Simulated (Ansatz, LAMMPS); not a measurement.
# Electronic structure of Li+ triflate in gamma-butyrolactone and sulfolane and fluoroethylene carbonate at 470 K (233 atoms)

Wanted: forces, charges and levels of Li+ triflate in gamma-butyrolactone and sulfolane and fluoroethylene carbonate at 470 K (233 atoms).

Calculated with Ansatz 0.2.0; Kohn-Sham DFT, LDA, PAW (set soft_2), plane waves.

## Step 1: Set-up

The cell holds 233 atoms: 45 O, 9 S, 65 C, 101 H, 11 F and 2 Li. Its edges and angles: a = 14.358 Å, b = 14.358 Å, c = 14.358 Å, α = 90.0°, β = 90.0°, γ = 90.0°. 5 gamma-butyrolactone, 7 sulfolane, 5 fluoroethylene carbonate, 2 Li+, 2 triflate placed at random, at 1.19 g/cm³; overlaps pushed apart, then 10 ps at 550 K with Joung-Cheatham ions (J. Phys. Chem. B 112, 9020 (2008)); MMFF94 bonds, angles, torsions, charges and radii (Halgren, J. Comput. Chem. 17, 490 (1996)) in harmonic and 12-6 forms; charges of ions scaled by 0.8. Snapshot after 30 ps at 470 K and fixed volume.

Before any run, some limits are plain. The network of contacts between molecules at the start is that of the classical potential that made the cell, and needn't be the one that DFT or experiment would give. The functional has no dispersion term, which matters for the binding between molecules or layers, where LDA binds through overlap of densities alone. The density was typed from a rule of thumb and may lie off the real one at this temperature. Only the Γ point is sampled, in a cell whose shortest periodic width is 14 Å.

## Step 2: Making the structure

A classical potential supplies the starting structure, since it reaches far longer times than DFT.

This step: classical MD, Joung-Cheatham ions (J. Phys. Chem. B 112, 9020 (2008)); MMFF94 bonds, angles, torsions, charges and radii (Halgren, J. Comput. Chem. 17, 490 (1996)) in harmonic and 12-6 forms; charges of ions scaled by 0.8 (LAMMPS 22 Jul 2025 - Update 4).

Contents of in.lmp:

```
# Li+ triflate in gamma-butyrolactone and sulfolane and fluoroethylene carbonate
units real
atom_style full
boundary p p p
bond_style harmonic
angle_style harmonic
dihedral_style opls
improper_style harmonic
special_bonds lj 0 0 0.5 coul 0 0 0.75
read_data data.lmp
neigh_modify delay 0 every 1 check yes one 4000
comm_modify cutoff 12.0
timestep 0.5
thermo_style custom step time temp pe press density
thermo_modify norm yes
# push overlapping molecules apart
pair_style soft 2.6
pair_coeff * * 0.0
variable a equal ramp(1,60)
fix ad all adapt 1 pair soft a * * v_a
velocity all create 550 48921 mom yes dist gaussian
fix lim all nve/limit 0.03
fix lan all langevin 550 550 50 48922 zero yes
thermo 1000
run 3000 post no
unfix ad
pair_style lj/cut/coul/long 9.0
pair_modify mix arithmetic tail yes
pair_coeff 1 1 0.0763 3.0960   # O
pair_coeff 2 2 0.2681 3.4180   # S
pair_coeff 3 3 0.0678 3.3680   # C
pair_coeff 4 4 0.0216 2.5400   # H
pair_coeff 5 5 0.0763 2.9870   # O
pair_coeff 6 6 0.0678 3.4070   # C
# [... 21 lines left out ...]
compute msd all msd com yes
thermo 7500
fix md all nvt temp 470 470 100
run 30000 post no
print "== T470: mean square displacement over the hold $(c_msd[4]:%.2f) A^2"
unfix md
uncompute msd
write_dump all custom T470.dump id type xs ys zs modify sort id
```

On the command line:

```bash
lmp -in in.lmp -log none -nocite
```

What it wrote:

```text
LAMMPS (22 Jul 2025 - Update 4)
Reading data file ...
  orthogonal box = (0 0 0) to (14.35759 14.35759 14.35759)
  233 atoms
  orthogonal box = (0 0 0) to (14.35759 14.35759 14.35759)
  229 bonds
  429 angles
  540 dihedrals
  10 impropers
   Step          Time           Temp          PotEng         Press         Density
         0   0              550            0.41835453    -956.86967      1.1860004
      1000   500            470.42453      1.7523442      5058.0187      1.1860004
      2000   1000           495.60046      1.6203057      14767.367      1.1860004
      3000   1500           525.47939      1.7432283      19502.214      1.1860004
Loop time of 0.564561 s on 1 MPI rank(s) for 3000 steps with 233 atoms
PPPM initialization ...
WARNING: System is not charge neutral, net charge = -0.00016
  G vector (1/distance) = 0.29022064
  grid = 8 8 8
  estimated relative force accuracy = 4.6831832e-05
   Step          Time           Temp          PotEng         Press         Density
      3000   1500           525.47939      1.0075887      5493.6953      1.1860004
      3100   1550           525.47939     -1.386567       3782.4243      1.1860004
      3200   1600           525.47939     -1.6427751      3597.6332      1.1860004
      3300   1650           525.47939     -1.7259773      3086.9444      1.1860004
[... 3 lines left out ...]
  Energy initial, next-to-last, final =
      1.00758869513281  -1.72530315848075  -1.72597726971259
  Force two-norm initial, final = 723.97162 13.857775
  Iterations, force evaluations = 300 582
   Step          Time           Temp          PotEng         Press         Density
         0   0              550           -1.7259773      3348.8482      1.1860004
      1000   500            563.82936     -0.4256615      3350.3566      1.1860004
      2000   1000           533.77047     -0.34706427     869.13856      1.1860004
Loop time of 1.70162 s on 1 MPI rank(s) for 2000 steps with 233 atoms
   Step          Time           Temp          PotEng         Press         Density
      2000   1000           533.77047     -0.34706427     869.13856      1.1860004
[... 5 lines left out ...]
Loop time of 9.03638 s on 1 MPI rank(s) for 10000 steps with 233 atoms
   Step          Time           Temp          PotEng         Press         Density
[... 4 lines left out ...]
Loop time of 4.40964 s on 1 MPI rank(s) for 5000 steps with 233 atoms
   Step          Time           Temp          PotEng         Press         Density
[... 2 lines left out ...]
     30000   29000          466.04805     -0.46600275     8369.2058      1.1860004
     37500   36500          493.27419     -0.67211663    -1985.731       1.1860004
     45000   44000          494.97546     -0.57591082    -6130.8865      1.1860004
     47000   46000          435.62413     -0.54375252    -5041.6778      1.1860004
Loop time of 26.5033 s on 1 MPI rank(s) for 30000 steps with 233 atoms
== T470: mean square displacement over the hold 28.44 A^2
```

It took 43 s on 1 thread of Arm Neoverse V1, shared host; peak memory 0.13 GiB.

The input also reads data.lmp (atoms, bonds and types; not printed here).

## Step 3: Plane-wave single point

One self-consistent run at the given positions yields energy and forces.

Contents of input.yaml:

```yaml
crystal:
  lattice:
    - [14.35759, 0.0, 0.0]
    - [0.0, 14.35759, 0.0]
    - [0.0, 0.0, 14.35759]
  atoms:
    - { symbol: O, position: [0.50615, 0.97392, 0.26911] }
    - { symbol: S, position: [0.45672, 0.99192, 0.35482] }
    - { symbol: O, position: [0.49269, 0.95804, 0.44148] }
    - { symbol: C, position: [0.4467, 0.11563, 0.36697] }
    - { symbol: C, position: [0.35038, 0.13891, 0.3421] }
    - { symbol: C, position: [0.29046, 0.06302, 0.37744] }
    - { symbol: C, position: [0.33694, 0.97008, 0.3496] }
    - { symbol: H, position: [0.45888, 0.1278, 0.43888] }
    - { symbol: H, position: [0.50431, 0.14223, 0.32202] }
    - { symbol: H, position: [0.32674, 0.20678, 0.37333] }
    - { symbol: H, position: [0.35215, 0.14323, 0.26375] }
    - { symbol: H, position: [0.28891, 0.06534, 0.45754] }
    - { symbol: H, position: [0.22287, 0.06217, 0.34598] }
    - { symbol: H, position: [0.32154, 0.92047, 0.39666] }
    - { symbol: H, position: [0.32341, 0.94498, 0.2802] }
    - { symbol: O, position: [0.34756, 0.03478, 0.74313] }
    - { symbol: S, position: [0.36338, 0.93508, 0.75232] }
    - { symbol: O, position: [0.30913, 0.8825, 0.81723] }
    - { symbol: C, position: [0.36935, 0.87372, 0.64407] }
    - { symbol: C, position: [0.4675, 0.82404, 0.65258] }
    - { symbol: C, position: [0.53384, 0.89656, 0.70318] }
    - { symbol: C, position: [0.4803, 0.92198, 0.79181] }
    - { symbol: H, position: [0.312, 0.82304, 0.63781] }
    - { symbol: H, position: [0.36297, 0.92831, 0.5895] }
    - { symbol: H, position: [0.46328, 0.76603, 0.6966] }
    - { symbol: H, position: [0.49444, 0.78882, 0.58673] }
    - { symbol: H, position: [0.59859, 0.87027, 0.7273] }
    - { symbol: H, position: [0.54386, 0.95638, 0.65623] }
    - { symbol: H, position: [0.48363, 0.86138, 0.83963] }
    - { symbol: H, position: [0.51414, 0.97028, 0.83026] }
    - { symbol: O, position: [0.58044, 0.3864, 0.29332] }
    - { symbol: S, position: [0.61429, 0.43635, 0.37599] }
    [... 195 atom lines left out ...]
    - { symbol: C, position: [0.25633, 0.73318, 0.36135] }
    - { symbol: F, position: [0.25279, 0.63356, 0.37505] }
    - { symbol: F, position: [0.31494, 0.77187, 0.42656] }
    - { symbol: F, position: [0.29772, 0.75934, 0.28262] }
    - { symbol: Li, position: [0.63377, 0.36601, 0.1611] }
    - { symbol: Li, position: [0.96986, 0.67203, 0.41877] }
kpoints:
  mp_grid: { grid: [1, 1, 1] }
hamiltonian:
  xc: lda
scf:
  occupations: { method: fermi_dirac, width: 0.05 }
output:
  forces: true
  stress: true
  populations: true
  dos:
    method: { smearing: { sigma: 0.08 } }
    de: 0.1
    projected: { site_lists: { C: [C], F: [F], H: [H], Li: [Li], O: [O] } }
  eigenvalues: true
  write_density: true
  write_potential: true
  volumetric_format: npy
```

On the command line:

```bash
ansatz run input.yaml --threads 8 --pin off --max-ram 15872MiB --backend cpu --events-out ev --progress --plain --runs-dir out
```

What it wrote:

```text
Engine: ansatz 0.2.0, aarch64-unknown-linux-gnu
Pseudopotentials: kind: paw
Pseudopotential: O, paw, valence charge 6, recommended cutoff 420 eV (normal), O.paw.azcp
Pseudopotential: S, paw, valence charge 6, recommended cutoff 420 eV (normal), S.paw.azcp
Pseudopotential: C, paw, valence charge 4, recommended cutoff 420 eV (normal), C.paw.azcp
Pseudopotential: H, paw, valence charge 1, recommended cutoff 420 eV (normal), H.paw.azcp
Pseudopotential: F, paw, valence charge 7, recommended cutoff 420 eV (normal), F.paw.azcp
Pseudopotential: Li, paw, valence charge 3, recommended cutoff 420 eV (normal), Li.paw.azcp
[... 3 lines on functional and potentials left out ...]
Crystal: 233 atoms, lattice volume = 2959.679 Å³
Basis set: ecut = 420 eV, 57747 PW (Γ)
Bands: 617, of which v1, the nominal top of the filled ones, is band 384 counted from 1 (383 counted from 0)
Symmetry: 1 space group operations
Space group: P1 (ITA 1), of the structure as read, at distance tolerance 1.4e-4 Å
k-points: 1
[... 17 lines on functional and potentials left out ...]
Initial density: superposition of atomic densities (neutral atoms: chi_scale 0, normalization atom), corrected by the library's trained network
Initial wavefunctions: pseudopotential atomic-orbital guess
Functional: x = slater, c = lda
SCF iter   1: F=—  HF=-59280.050983 eV  |F-HF|=—  |Δ(HF+E_count)|=         —  Δρ=9.18e-3  dr2=2.20e0  ethr=1.77e-3  ⟨swp⟩=5.0  Hψ=2666  notcnv=0  defer=200
preconditioner: auto → Resta (q_TF=auto, 2.179 Å⁻¹)  ε∞=2.5  [insulator: Δε(μ)=3.431 eV  Ē_g=15.031 eV  σ=0.050 eV  W_gap=1.00  n_scr=484 (ndim 8)  ℏωp=18.2 eV  f_vac=0.333  D(μ)=0.00/eV (n_scr^D=0)  ε∞_Penn≈2.5]
SCF iter   2: F=—  HF=-59279.397862 eV  |F-HF|=—  |Δ(HF+E_count)|=   6.53e-1  Δρ=4.05e-3  dr2=4.70e-1  ethr=2.86e-4  ⟨swp⟩=2.0  Hψ=1060  notcnv=0  defer=225
SCF iter   3: F=—  HF=-59279.264568 eV  |F-HF|=—  |Δ(HF+E_count)|=   1.33e-1  Δρ=2.15e-3  dr2=1.50e-1  ethr=6.11e-5  ⟨swp⟩=4.0  Hψ=778  notcnv=0  defer=225
SCF iter   4: F=—  HF=-59279.227367 eV  |F-HF|=—  |Δ(HF+E_count)|=   3.72e-2  Δρ=7.22e-4  dr2=2.00e-2  ethr=1.96e-5  ⟨swp⟩=2.0  Hψ=1061  notcnv=0  defer=226
SCF iter   5: F=—  HF=-59279.225246 eV  |F-HF|=—  |Δ(HF+E_count)|=   2.12e-3  Δρ=4.22e-4  dr2=5.97e-3  ethr=2.61e-6  ⟨swp⟩=3.0  Hψ=760  notcnv=0  defer=226
SCF iter   6: F=—  HF=-59279.224873 eV  |F-HF|=—  |Δ(HF+E_count)|=   3.73e-4  Δρ=1.48e-4  dr2=8.83e-4  ethr=7.78e-7  ⟨swp⟩=3.0  Hψ=745  notcnv=0  defer=226
SCF iter   7: F=—  HF=-59279.225016 eV  |F-HF|=—  |Δ(HF+E_count)|=   1.43e-4  Δρ=6.67e-5  dr2=1.42e-4  ethr=1.15e-7  ⟨swp⟩=3.0  Hψ=754  notcnv=0  defer=226
SCF iter   8: F=—  HF=-59279.225031 eV  |F-HF|=—  |Δ(HF+E_count)|=   1.51e-5  Δρ=3.36e-5  dr2=3.28e-5  ethr=1.86e-8  ⟨swp⟩=3.0  Hψ=753  notcnv=0  defer=226
SCF iter   9: F=—  HF=-59279.228585 eV  |F-HF|=—  |Δ(HF+E_count)|=   3.55e-3  Δρ=1.15e-5  dr2=4.40e-6  ethr=4.28e-9  ⟨swp⟩=3.0  Hψ=978  notcnv=0  defer=226
SCF iter  10: F=—  HF=-59279.228590 eV  |F-HF|=—  |Δ(HF+E_count)|=   5.14e-6  Δρ=6.33e-6  dr2=1.21e-6  ethr=5.73e-10  ⟨swp⟩=2.0  Hψ=771  notcnv=0  defer=226
SCF iter  11: F=—  HF=-59279.228591 eV  |F-HF|=—  |Δ(HF+E_count)|=   9.56e-7  Δρ=1.78e-6  dr2=1.27e-7  ethr=1.57e-10  ⟨swp⟩=2.0  Hψ=771  notcnv=0  defer=226
SCF iter  12: F=-59279.228591 eV  HF=-59279.228591 eV  |F-HF|=2.03e-8  |Δ(HF+E_count)|=   3.25e-7  Δρ=1.28e-6  dr2=4.76e-8  ethr=1.30e-11  ⟨swp⟩=20.0  Hψ=5903  notcnv=0
SCF 1 converged in 12 iterations: F = -59279.228591 eV  dr2 = 4.76e-8
  greatest PAW one-centre occupation: 1.000 electrons in one spin orbital (limit 2), on the Li atom at site 231 (counted from 0), in its partial waves of l = 0
WARN: The input density's exchange-correlation potential varies sharply where the density is thin. Do not read a vacuum level from v_tot or v_xc, or from such a field of the output density. On a cell that repeats whose density bears no net charge and no dipole along the vacuum's axis use v_es (v_loc + v_h of the components); [...]
SCF converged after 12 iterations
Free energy (F): -59279.228591 eV
Harris-Foulkes:  -59279.228591 eV  (|F-HF|=2.03e-8)
Internal energy: -59279.228591 eV  (E = F + TS)
E sigma→0 (E₀):  -59279.228591 eV
Fermi energy:    0.959986 eV
--- Per-component energies (eV) ---
  E_band       = -7115.999835
  E_kinetic    = 18490.580782
  E_local      = -72810.342170  (includes V_loc(G=0)·N_el)
  E_nonlocal   = 5269.774747
  E_hartree    = 28024.387580
  E_xc         = -8937.368791
  E_vxc        = -11064.202969  (∫ρ·V_xc dr)
  E_paw        = -19879.075532  (= ΣΔE_a)
  E_vpaw       = -3050.586334  (= ΣTr[D̂ρ^β])
  E_aug_tail   = 0.003130  (compensation charges beyond the density's cutoff)
  E_ewald      = -9448.258464
  E_core_change = 11.070126  (= ΣΔE_core)
  E_smearing   = -0.000000  (= −TS)
  E_closure    = 0.000000  (closes the sum)
  Σ components = -59279.228591   (vs F -59279.228591, Δ=0.00e0)
--- Forces (eV/Å), atoms counted from 1 ---
  atom   1  O     -0.14789928    -0.61391009    -0.16607606
  atom   2  S      0.20880731     1.58260688    -0.35008784
  atom   3  O      0.69717118    -0.99559923     1.07466683
  atom   4  C      1.26213873    -0.35890072    -0.82677647
  atom   5  C     -0.22256437     1.62520512    -1.23602699
  atom   6  C      0.85370481    -1.51028582     0.93266187
  atom   7  C      0.41408797     2.78660433    -1.55006194
  atom   8  H      0.50346319     0.31718636     1.36538970
  atom   9  H     -0.49593862     0.20983736     0.37043132
  atom  10  H      0.34509005    -0.43008780    -0.55888262
  atom  11  H     -0.65455130     0.10805909     0.49786141
  atom  12  H     -0.31697687     0.01771058    -1.30036081
  atom  13  H     -1.14538419     0.18773053     0.11576862
  atom  14  H     -0.77021573    -2.86930195     2.36331750
[...]
atom 232  Li    -0.13914641     0.04499183     0.08036625
  atom 233  Li     0.36916164    -0.29886687    -0.68671954
  max |Σ_I F_I| component: 1.90e-4 eV/Å
--- Stress (GPa, compression-positive) ---
       -0.240550      -0.152696      -0.029632
       -0.152696      -0.341628      -0.432831
       -0.029632      -0.432831      -0.363075
  P = ⅓ Tr σ = -0.3151 GPa (-3.151 kbar)
--- Band table (eV) ---
  k-point 0: bands = ["-43.3989", "-42.7169", "-28.0389", "-27.6176", [... 601 levels ...], "9.7966", "9.8127", "9.8420", "9.8683", "9.9098", "9.9280", "9.9291", "9.9832", "9.9997", "10.0289", "10.0332", "10.0481"]
--- Löwdin populations: 233 sites ---
  site symbol       q [e]
     0      O      6.7483
     1      S      3.8793
     2      O      6.7810
[...]
232     Li      2.2547
  spilling = 0.014901 (of n_electrons = 768.000000)
```

Wall time 64 s (8 threads of Arm Neoverse V1, shared host); peak memory 4.4 GiB; 8.1 min of CPU time.

Reading the cycles: dr2 is the Hartree energy of the density residual (eV), the measure of convergence; HF is the Harris–Foulkes estimate of the energy, which meets the free energy F at convergence.

The program notes that the exchange-correlation potential is rough where the density is thin.

Numbers from this run:

* free energy: -59279.2286 eV
* free energy per atom: -254.4173 eV/atom
* SCF cycles: 12
* pressure: -0.3151 GPa
* r.m.s. force component: 1.165 eV/Å
* longest force: 6.757 eV/Å
* Fermi energy: 0.96 eV
* gap (highest filled to lowest empty level): 3.233 eV
* spilling of the projection: 0.0149

Neighbours are counted within 1.34 Å (H-C), 1.82 Å (C-C), 1.73 Å (C-O), 1.62 Å (C-F), 2.21 Å (C-S), 1.88 Å (O-S), 2.33 Å (O-Li).

Length of the force by element and coordination:

```csv
element,coordination,atoms,mean length of the force (eV/Å),spread,least,most
C,all,65,2.28,1.29,0.454,5.66
C,3,10,3.34,1.34,0.789,5.66
C,4,55,2.09,1.18,0.454,5.28
F,all,11,1.81,0.834,0.816,3.79
H,all,101,1.24,0.949,0.265,6.76
Li,all,2,0.501,0.334,0.167,0.835
Li,3,1,0.835,0,0.835,0.835
Li,4,1,0.167,0,0.167,0.167
O,all,45,1.76,0.841,0.571,3.89
O,1,23,1.65,0.799,0.653,3.89
O,2,22,1.87,0.869,0.571,3.84
S,all,9,1.98,0.779,1.11,3.93
```

Löwdin charges by element and coordination (they lack the spilled electrons, 0.049 e an atom on average):

```csv
element,coordination,atoms,mean charge (e),spread,least,most
C,all,65,-0.0896,0.405,-0.541,0.707
C,3,10,0.624,0.0694,0.543,0.707
C,4,55,-0.219,0.289,-0.541,0.633
F,all,11,-0.236,0.0234,-0.276,-0.197
H,all,101,0.217,0.024,0.153,0.282
Li,all,2,0.741,0.0039,0.738,0.745
Li,3,1,0.745,0,0.745,0.745
Li,4,1,0.738,0,0.738,0.738
O,all,45,-0.507,0.232,-0.800,-0.206
O,1,23,-0.644,0.173,-0.800,-0.371
O,2,22,-0.364,0.197,-0.772,-0.206
S,all,9,2.14,0.0753,2.07,2.30
```

Density of states as counts of states in windows of 1 eV (from the Fermi level), total and the larger projections:

```csv
from (eV),to (eV),total,C p,O p,H s,F p,C s
-14,-13,27.7,5.2,4.0,3.2,1.3,8.5
-13,-12,5.9,1.8,2.3,0.1,0.3,0.6
-12,-11,24.5,7.9,4.7,2.7,2.1,3.9
-11,-10,52.8,15.6,6.7,6.8,10.3,6.1
-10,-9,25.5,10.4,6.0,3.2,1.4,1.6
-9,-8,58.6,23.1,14.2,7.8,3.6,1.6
-8,-7,69.0,19.1,21.8,7.7,9.3,1.4
-7,-6,79.1,23.2,24.5,8.7,13.8,1.0
-6,-5,68.2,28.1,16.8,9.7,10.9,0.6
-5,-4,83.4,30.0,35.8,11.5,3.0,0.6
-4,-3,69.2,11.0,47.3,6.7,1.3,0.6
-3,-2,26.9,5.6,18.6,1.5,0.1,0.3
-2,-1,4.0,0.4,3.5,0.0,0.0,0.0
-1,1,0.0,0.0,0.0,0.0,0.0,0.0
1,2,3.2,1.5,1.1,0.3,0.0,0.1
2,3,26.7,9.7,6.4,4.1,0.1,1.5
3,4,43.8,8.0,3.4,9.0,0.6,3.7
4,5,67.2,13.0,4.9,11.9,1.1,4.8
```

The curve was stored every 0.100 eV, coarse against its broadening of 0.08 eV, so these counts are rough.

Between -26 and -14 eV lie 146 more states.

Not all projections were asked for or kept, so they needn't add up to the total.

The levels nearest the highest filled one (over half full), pooled over k-points and spins:

```csv
level less the highest filled one (eV),occupation
-1.03,2
-0.859,2
-0.744,2
-0.502,2
-0.256,2
0,2
3.23,0
3.60,0
3.78,0
3.89,0
3.95,0
4.00,0
```

Valence density in the ab plane at fractional z = 0.115, with atoms of S and H and O and C and F within 0.2 Å of it. It is the smooth field of the valence electrons, not physical close to the nuclei.

Ten steps, logarithmic in the rise over the least value, from '0' (0 e/Å³) to '9' (11 e/Å³), each cell a mean:
```
000000012211123321000123333445788631000000
000000013421123542100012224565555310000000
000000012211112321000000113455421000000000
100000000000000000000000001233310000112211
100000000000000000000001110011000000245542
321000000000000000111124431000000001245654
763100000000000012443335531000011221224457
984200000000000124565433321000135543111358
542000000000000013455322111000247763210124
100000000000000002467643332100124542100001
000000000000000002478755554210001110011110
100000000000000001245434577631000000123432
211000000000000000000012578741000001235543
333210000000122211000001244321122223445443
355310000001245532232111111101234444454322
233210000001356544555433321101123444444211
000000000001233323455556642100001233443211
000000000000111111233334431000000011122321
000000000000000000001111110000012211112321
000000000000000122100000111000246652111110
000000000000012466521001232212368873200000
210000000001123577631001233334566642100012
210000000001123445321000122234565321000122
100000000000122221100011222223677520000011
```
Columns run along a (14.4 Å), rows up along b (14.4 Å). Atoms in or near the plane, at fractional coordinates: S at (0.85, 0.36), H at (0.04, 0.38), H at (0.36, 0.92), O at (0.61, 0.48), H at (0.57, 0.73), O at (0.78, 0.14), C at (0.67, 0.92), O at (0.75, 0.98), F at (0.00, 0.68).

[end of part 1 of 2]

[Logs are printed without paths, hosts, clocks, repeated set-up lines and the standing remarks that a program may print on its own settings, such as how far it seeks lower states.]

[Hosts, paths, dates, database ids (printed as entryN), source tags and the programs' standing remarks are cut or masked in the printed files.]

[The MMFF94 radii named for the starting cell were scaled by 0.96; in molecules described by MMFF94, hydrogen bound to N, O or S took a small fixed 12-6 site in their place.]
